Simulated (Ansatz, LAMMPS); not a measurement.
# Squeezing and shearing glassy 88SiO2-4K2O-4Li2O-4MgO (mol %) (71 atoms), part 3 of 4

How stiff is glassy 88SiO2-4K2O-4Li2O-4MgO (mol %) (71 atoms), and how do its levels respond to strain?

Ansatz 0.2.0; Kohn-Sham DFT, RPBE, PAW (set soft_2), plane waves.

The cell: 21 Si, 2 K, 2 Li, 1 Mg and 45 O. The quench rate of 10 K/ps is many orders above laboratory rates. The starting topology of bonds comes from the classical model. Sampling is at Γ alone.

So far. Step 7 (Volume -6 %): The relaxation converged after 18 steps, 1.29 eV below its start, with a largest force component of 0.040 eV/Å. Step 7 (Volume -6 %): Volume -6 %: the energy stands 0.568 eV above that of the reference, at a pressure of 3.34 GPa.

### Step 8. Volume +6 %

The relaxed cell is scaled to another volume.

input.yaml reads:

```yaml
crystal:
  lattice:
    - [10.32674, -0.13403, 0.33636]
    - [-0.13403, 9.98601, 0.12835]
    - [0.33636, 0.12835, 10.37051]
  atoms:
    [... the 71 atom lines of step 4 ...]
kpoints:
  mp_grid: { grid: [1, 1, 1] }
hamiltonian:
  xc: rpbe
scf:
  occupations: { method: fermi_dirac, width: 0.05 }
output:
  forces: true
  eigenvalues: true
  stress: true
relax:
  f_tol: 0.05
  max_steps: 70
```

On the command line:

```sh
$ ansatz run input.yaml --threads 4 --pin off --max-ram 8192MiB --backend cpu --events-out ev --progress --plain --runs-dir out
```

Numbers of over 12 decimals in the logs are rounded to 6 here.

The program printed:

```text
[...]
Crystal: 71 atoms, lattice volume = 1067.940 Å³
Basis set: ecut = 420 eV, 20929 PW (Γ), exchange–correlation on 144×144×144 points (8 copies of the dense FFT grid, shifted against one another)
Bands: 265, of which v1, the nominal top of the filled ones, is band 194 counted from 1 (193 counted from 0)
Symmetry: 1 space group operations
[...]
k-points: 1
[...]
SCF iter   1: F=—  HF=-44529.612289 eV  |F-HF|=—  |Δ(HF+E_count)|=         —  Δρ=3.47e-3  dr2=1.40e-1  ethr=1.77e-3  ⟨swp⟩=6.0  Hψ=1257  notcnv=0  defer=37
[...]
SCF iter   5: F=—  HF=-44529.597500 eV  |F-HF|=—  |Δ(HF+E_count)|=   6.19e-5  Δρ=1.20e-4  dr2=1.57e-4  ethr=2.35e-7  ⟨swp⟩=2.0  Hψ=407  notcnv=0  defer=66
SCF iter   6: F=-44529.597587 eV  HF=-44529.597584 eV  |F-HF|=2.87e-6  |Δ(HF+E_count)|=   8.34e-5  Δρ=3.85e-5  dr2=1.60e-5  ethr=1.61e-8  ⟨swp⟩=13.0  Hψ=1577  notcnv=0
SCF 1 converged in 6 iterations: F = -44529.597587 eV  dr2 = 1.60e-5
[...]
relax step   1: F+E_penalty+E_count = -44529.59758652 eV  Δ(F+E_penalty+E_count) = +0.000e0 eV  max|allowed force component| = 1.011e0 eV/Å  Δτ_max = 0.0000 Å  (6 SCF iters, dr2 threshold 6.25e-5 eV, accepted)
[...]
relax step   2: F+E_penalty+E_count = -44530.10758716 eV  Δ(F+E_penalty+E_count) = -5.100e-1 eV  max|allowed force component| = 5.217e-1 eV/Å  Δτ_max = 0.0780 Å  (6 SCF iters, dr2 threshold 6.39e-5 eV, accepted)
[...]
relax step   3: F+E_penalty+E_count = -44530.42190146 eV  Δ(F+E_penalty+E_count) = -3.143e-1 eV  max|allowed force component| = 2.531e-1 eV/Å  Δτ_max = 0.1380 Å  (7 SCF iters, dr2 threshold 1.70e-5 eV, accepted)
relax step   4: F+E_penalty+E_count = -44530.47717576 eV  Δ(F+E_penalty+E_count) = -5.527e-2 eV  max|allowed force component| = 3.144e-1 eV/Å  Δτ_max = 0.0920 Å  (6 SCF iters, dr2 threshold 1.51e-5 eV, accepted)
relax step   5: F+E_penalty+E_count = -44530.50544201 eV  Δ(F+E_penalty+E_count) = -2.827e-2 eV  max|allowed force component| = 1.323e-1 eV/Å  Δτ_max = 0.0797 Å  (5 SCF iters, dr2 threshold 2.33e-5 eV, accepted)
relax step   6: F+E_penalty+E_count = -44530.51999467 eV  Δ(F+E_penalty+E_count) = -1.455e-2 eV  max|allowed force component| = 1.066e-1 eV/Å  Δτ_max = 0.0619 Å  (7 SCF iters, dr2 threshold 3.10e-6 eV, accepted)
relax step   7: F+E_penalty+E_count = -44530.52967985 eV  Δ(F+E_penalty+E_count) = -9.685e-3 eV  max|allowed force component| = 9.012e-2 eV/Å  Δτ_max = 0.0607 Å  (8 SCF iters, accepted)
relax step   8: F+E_penalty+E_count = -44530.54085152 eV  Δ(F+E_penalty+E_count) = -1.117e-2 eV  max|allowed force component| = 9.091e-2 eV/Å  Δτ_max = 0.1132 Å  (7 SCF iters, dr2 threshold 5.28e-6 eV, accepted)
relax step   9: F+E_penalty+E_count = -44530.54572608 eV  Δ(F+E_penalty+E_count) = -4.875e-3 eV  max|allowed force component| = 7.662e-2 eV/Å  Δτ_max = 0.0712 Å  (6 SCF iters, dr2 threshold 5.90e-6 eV, accepted)
relax step  10: F+E_penalty+E_count = -44530.54873039 eV  Δ(F+E_penalty+E_count) = -3.004e-3 eV  max|allowed force component| = 5.626e-2 eV/Å  Δτ_max = 0.0407 Å  (6 SCF iters, dr2 threshold 4.17e-6 eV, accepted)
relax step  11: F+E_penalty+E_count = -44530.55096090 eV  Δ(F+E_penalty+E_count) = -2.231e-3 eV  max|allowed force component| = 5.346e-2 eV/Å  Δτ_max = 0.0244 Å  (7 SCF iters, accepted)
[...]
relax step  12: F+E_penalty+E_count = -44530.55238460 eV  Δ(F+E_penalty+E_count) = -1.424e-3 eV  max|allowed force component| = 2.436e-2 eV/Å  Δτ_max = 0.0114 Å  (7 SCF iters, accepted)
SCF converged after 7 iterations
Free energy (F): -44530.552385 eV
[...]
Internal energy: -44530.552385 eV  (E = F + TS)
E sigma→0 (E₀):  -44530.552385 eV
Fermi energy:    4.849661 eV
[...]
Σ components = -44530.552385   (vs F -44530.552385, Δ=0.00e0)
--- Forces (eV/Å), atoms counted from 1 ---
  atom   1  Si    -0.00697607    -0.00419730     0.00468827
  atom   2  Si    -0.00146607    -0.00641775    -0.01108668
  atom   3  Si     0.01608544    -0.00290062     0.00812254
  atom   4  Si    -0.00525879     0.00363615    -0.01858931
[...]
atom  71  O      0.00318411     0.01325234     0.00878501
  max |Σ_I F_I| component: 5.19e-5 eV/Å
--- Stress (GPa, compression-positive) ---
       -3.162486      -0.323255      -0.501593
       -0.323256      -3.320085      -0.002452
       -0.501593      -0.002447      -2.516906
  P = ⅓ Tr σ = -2.9998 GPa (-29.998 kbar)
--- Band table (eV) ---
[...]
--- Relaxed structure (12 steps of the walk, 12 accepted, 0 SCFs on fresh bases) ---
  F+E_penalty+E_count = -44530.55238460 eV   max|allowed force component| = 2.436e-2 eV/Å
  atoms:
    - { symbol: Si, position: [0.297797, 0.779120, 0.204024] }
    - { symbol: Si, position: [0.908302, 0.803941, 0.889159] }
    - { symbol: Si, position: [0.929951, 0.475965, 0.477310] }
    - { symbol: Si, position: [0.836721, 0.961935, 0.640494] }
[...]
- { symbol: O, position: [0.011479, 0.925544, 0.939451] }
```

Elapsed: 57 s, on 4 threads of Intel Xeon Platinum 8488C (Sapphire Rapids), shared host; peak memory 1.3 GiB.

The relaxation converged after 12 steps, 0.955 eV below its start, with a largest force component of 0.024 eV/Å.

Volume +6 %: the energy stands 0.557 eV above that of the reference, at a pressure of -3.00 GPa.

### Step 9. Volume -10 %

The relaxed cell is scaled to another volume.

Input and log are left out; they have the form of those shown for this kind of step.

The job ended after 62 s (4 threads of Intel Xeon Platinum 8488C (Sapphire Rapids), shared host; peak memory 1.1 GiB).

The relaxation converged after 15 steps, 3.79 eV below its start, with a largest force component of 0.042 eV/Å.

Volume -10 %: the energy stands 1.78 eV above that of the reference, at a pressure of 6.36 GPa.

### Step 10. Stretched by 1 % along x

The relaxed cell is strained along x alone, which gives the stiffness along x and its coupling to y and z.

input.yaml, the sections that differ from step 8:

```yaml
crystal:
  lattice:
    - [10.22938, -0.13145, 0.32989]
    - [-0.13276, 9.79392, 0.12588]
    - [0.33319, 0.12588, 10.17103]
  atoms:
    [... the 71 atom lines of step 4 ...]
# kpoints, hamiltonian, scf, output, relax: as in step 8
```

The program printed:

```text
[...]
Crystal: 71 atoms, lattice volume = 1017.565 Å³
Basis set: ecut = 420 eV, 19853 PW (Γ), exchange–correlation on 144×144×144 points (8 copies of the dense FFT grid, shifted against one another)
Bands: 265, of which v1, the nominal top of the filled ones, is band 194 counted from 1 (193 counted from 0)
Symmetry: 1 space group operations
[...]
k-points: 1
[...]
SCF iter   1: F=—  HF=-44531.035051 eV  |F-HF|=—  |Δ(HF+E_count)|=         —  Δρ=3.53e-3  dr2=1.34e-1  ethr=1.77e-3  ⟨swp⟩=6.0  Hψ=1258  notcnv=0  defer=38
[...]
SCF iter   6: F=-44531.024013 eV  HF=-44531.024009 eV  |F-HF|=4.59e-6  |Δ(HF+E_count)|=   8.00e-5  Δρ=3.58e-5  dr2=1.28e-5  ethr=1.61e-8  ⟨swp⟩=13.0  Hψ=1716  notcnv=0
SCF 1 converged in 6 iterations: F = -44531.024013 eV  dr2 = 1.28e-5
[...]
relax step   1: F+E_penalty+E_count = -44531.02401338 eV  Δ(F+E_penalty+E_count) = +0.000e0 eV  max|allowed force component| = 3.420e-1 eV/Å  Δτ_max = 0.0000 Å  (6 SCF iters, dr2 threshold 6.25e-5 eV, accepted)
[...]
relax step   2: F+E_penalty+E_count = -44531.05073858 eV  Δ(F+E_penalty+E_count) = -2.673e-2 eV  max|allowed force component| = 1.963e-1 eV/Å  Δτ_max = 0.0243 Å  (5 SCF iters, dr2 threshold 7.31e-6 eV, accepted)
[...]
relax step   3: F+E_penalty+E_count = -44531.06630084 eV  Δ(F+E_penalty+E_count) = -1.556e-2 eV  max|allowed force component| = 7.788e-2 eV/Å  Δτ_max = 0.0542 Å  (9 SCF iters, accepted)
relax step   4: F+E_penalty+E_count = -44531.06925917 eV  Δ(F+E_penalty+E_count) = -2.958e-3 eV  max|allowed force component| = 8.529e-2 eV/Å  Δτ_max = 0.0400 Å  (7 SCF iters, accepted)
relax step   5: F+E_penalty+E_count = -44531.06327508 eV  Δ(F+E_penalty+E_count) = +5.984e-3 eV  max|allowed force component| = 1.907e-1 eV/Å  Δτ_max = 0.0457 Å  (8 SCF iters, rejected (line search))
[...]
relax step   6: F+E_penalty+E_count = -44531.07151839 eV  Δ(F+E_penalty+E_count) = -2.259e-3 eV  max|allowed force component| = 1.636e-2 eV/Å  Δτ_max = 0.0150 Å  (8 SCF iters, accepted)
SCF converged after 8 iterations
Free energy (F): -44531.071518 eV
[...]
Internal energy: -44531.071518 eV  (E = F + TS)
E sigma→0 (E₀):  -44531.071518 eV
Fermi energy:    5.326864 eV
[...]
--- Forces (eV/Å), atoms counted from 1 ---
  atom   1  Si     0.00924258    -0.00180119     0.00112146
  atom   2  Si    -0.00201181     0.00193404    -0.00192549
  atom   3  Si     0.00636287    -0.00303646    -0.00379869
  atom   4  Si     0.00649615     0.00178408    -0.00577565
  atom   5  Si     0.00378189     0.00289375     0.00392047
  atom   6  Si    -0.00481168    -0.00033911     0.00797956
  atom   7  Si     0.01074084    -0.00619295     0.00948185
  atom   8  Si    -0.00135097     0.00421382     0.00365249
  atom   9  Si    -0.00381984    -0.00104291    -0.00366832
  atom  10  Si    -0.00467583     0.00355824    -0.00765820
  atom  11  Si     0.00130096    -0.01089744     0.00569101
  atom  12  Si    -0.00573172     0.00320886    -0.01494950
  atom  13  Si    -0.00653961     0.00654917    -0.00286567
  atom  14  Si     0.00919538    -0.00517310    -0.00629360
[...]
atom  70  O     -0.00491288    -0.00575356    -0.00116563
  atom  71  O      0.00083984    -0.00206336    -0.00209800
  max |Σ_I F_I| component: 4.37e-5 eV/Å
--- Stress (GPa, compression-positive) ---
       -1.170180      -0.071748      -0.116178
       -0.071748      -0.423286      -0.009840
       -0.116179      -0.009837      -0.258654
  P = ⅓ Tr σ = -0.6174 GPa (-6.174 kbar)
--- Band table (eV) ---
[...]
--- Relaxed structure (6 steps of the walk, 5 accepted, 0 SCFs on fresh bases) ---
  F+E_penalty+E_count = -44531.07151839 eV   max|allowed force component| = 1.636e-2 eV/Å
  atoms:
    - { symbol: Si, position: [0.299392, 0.772478, 0.210229] }
    - { symbol: Si, position: [0.905984, 0.801116, 0.885025] }
    - { symbol: Si, position: [0.925982, 0.471029, 0.478206] }
    - { symbol: Si, position: [0.832453, 0.973456, 0.642617] }
[...]
- { symbol: O, position: [0.016261, 0.916314, 0.936776] }
```

It took 29 s on 4 threads; peak memory 1.3 GiB.

The relaxation converged after 6 steps, 0.0475 eV below its start, with a largest force component of 0.016 eV/Å.

Stretched by 1 % along x: the energy stands 0.0374 eV above that of the reference, at a pressure of -0.617 GPa.

### Step 11. Compressed by 1 % along x

The relaxed cell is strained along x alone, which gives the stiffness along x and its coupling to y and z.

input.yaml, the sections that differ from step 10:

```yaml
crystal:
  lattice:
    - [10.02682, -0.13145, 0.32989]
    - [-0.13014, 9.79392, 0.12588]
    - [0.32659, 0.12588, 10.17103]
  atoms:
    [... the 71 atom lines of step 4 ...]
# kpoints, hamiltonian, scf, output, relax: as in step 10
```

The program printed:

```text
[...]
Crystal: 71 atoms, lattice volume = 997.415 Å³
Basis set: ecut = 420 eV, 19485 PW (Γ), exchange–correlation on 144×144×144 points (8 copies of the dense FFT grid, shifted against one another)
Bands: 265, of which v1, the nominal top of the filled ones, is band 194 counted from 1 (193 counted from 0)
Symmetry: 1 space group operations
[...]
k-points: 1
[...]
SCF iter   1: F=—  HF=-44531.038689 eV  |F-HF|=—  |Δ(HF+E_count)|=         —  Δρ=3.57e-3  dr2=1.34e-1  ethr=1.77e-3  ⟨swp⟩=6.0  Hψ=1259  notcnv=0  defer=39
[...]
SCF iter   6: F=-44531.028091 eV  HF=-44531.028085 eV  |F-HF|=5.48e-6  |Δ(HF+E_count)|=   8.02e-5  Δρ=3.46e-5  dr2=1.17e-5  ethr=1.61e-8  ⟨swp⟩=14.0  Hψ=1658  notcnv=0
SCF 1 converged in 6 iterations: F = -44531.028091 eV  dr2 = 1.17e-5
[...]
relax step   1: F+E_penalty+E_count = -44531.02809069 eV  Δ(F+E_penalty+E_count) = +0.000e0 eV  max|allowed force component| = 3.578e-1 eV/Å  Δτ_max = 0.0000 Å  (6 SCF iters, dr2 threshold 6.25e-5 eV, accepted)
[...]
relax step   2: F+E_penalty+E_count = -44531.05661614 eV  Δ(F+E_penalty+E_count) = -2.853e-2 eV  max|allowed force component| = 2.253e-1 eV/Å  Δτ_max = 0.0247 Å  (5 SCF iters, dr2 threshold 8.00e-6 eV, accepted)
[...]
relax step   3: F+E_penalty+E_count = -44531.07466069 eV  Δ(F+E_penalty+E_count) = -1.804e-2 eV  max|allowed force component| = 1.149e-1 eV/Å  Δτ_max = 0.0380 Å  (6 SCF iters, dr2 threshold 3.17e-6 eV, accepted)
relax step   4: F+E_penalty+E_count = -44531.07652056 eV  Δ(F+E_penalty+E_count) = -1.860e-3 eV  max|allowed force component| = 5.858e-2 eV/Å  Δτ_max = 0.0558 Å  (6 SCF iters, dr2 threshold 3.44e-6 eV, accepted)
relax step   5: F+E_penalty+E_count = -44530.86193528 eV  Δ(F+E_penalty+E_count) = +2.146e-1 eV  max|allowed force component| = 1.308e0 eV/Å  Δτ_max = 0.1291 Å  (9 SCF iters, rejected (line search))
[...]
relax step   6: F+E_penalty+E_count = -44531.07931688 eV  Δ(F+E_penalty+E_count) = -2.796e-3 eV  max|allowed force component| = 3.885e-2 eV/Å  Δτ_max = 0.0352 Å  (9 SCF iters, accepted)
SCF converged after 9 iterations
Free energy (F): -44531.079317 eV
[...]
Internal energy: -44531.079317 eV  (E = F + TS)
E sigma→0 (E₀):  -44531.079317 eV
Fermi energy:    5.548114 eV
[...]
--- Forces (eV/Å), atoms counted from 1 ---
  atom   1  Si     0.00493823    -0.00057222     0.00159250
  atom   2  Si     0.00393491    -0.00273654     0.00370373
  atom   3  Si    -0.00161466    -0.00847705     0.00169484
  atom   4  Si     0.00208651     0.00174610     0.03817369
  atom   5  Si    -0.02235864     0.01677225     0.01574491
  atom   6  Si    -0.00840915     0.00484359     0.00855618
  atom   7  Si     0.01180122     0.02056196    -0.01650768
  atom   8  Si     0.00254351     0.00107316     0.00599059
  atom   9  Si     0.00483402    -0.02064644    -0.01303781
  atom  10  Si     0.02821813     0.00917137    -0.03494489
  atom  11  Si     0.00000383    -0.01210933     0.00354415
  atom  12  Si     0.01350632     0.01596724     0.01006485
  atom  13  Si     0.00866273    -0.01515940     0.00322903
  atom  14  Si    -0.00033125     0.01507667    -0.00218184
[...]
atom  70  O      0.00383936    -0.00789850    -0.01066524
  atom  71  O     -0.00194030     0.00871644     0.00392524
  max |Σ_I F_I| component: 8.79e-5 eV/Å
--- Stress (GPa, compression-positive) ---
        1.122013       0.051445       0.109398
        0.051448       0.354744       0.025209
        0.109397       0.025213       0.201534
  P = ⅓ Tr σ = 0.5594 GPa (5.594 kbar)
--- Band table (eV) ---
[...]
--- Relaxed structure (6 steps of the walk, 5 accepted, 0 SCFs on fresh bases) ---
  F+E_penalty+E_count = -44531.07931688 eV   max|allowed force component| = 3.885e-2 eV/Å
  atoms:
    - { symbol: Si, position: [0.300221, 0.770883, 0.209911] }
    - { symbol: Si, position: [0.904574, 0.800015, 0.885197] }
    - { symbol: Si, position: [0.926371, 0.468771, 0.480336] }
    - { symbol: Si, position: [0.828717, 0.972930, 0.643539] }
[...]
- { symbol: O, position: [0.018483, 0.913678, 0.936088] }
```

Run time: 28 s. Hardware: 4 threads; peak memory 1.2 GiB.

The relaxation converged after 6 steps, 0.0512 eV below its start, with a largest force component of 0.039 eV/Å.

Compressed by 1 % along x: the energy stands 0.0296 eV above that of the reference, at a pressure of 0.559 GPa.

[end of part 3 of 4]

[Logs are printed without paths, hosts, clocks, repeated set-up lines and the standing remarks that a program may print on its own settings, such as how far it seeks lower states.]

[Hosts, paths, dates, database ids (printed as entryN), source tags and the programs' standing remarks are cut or masked in the printed files.]
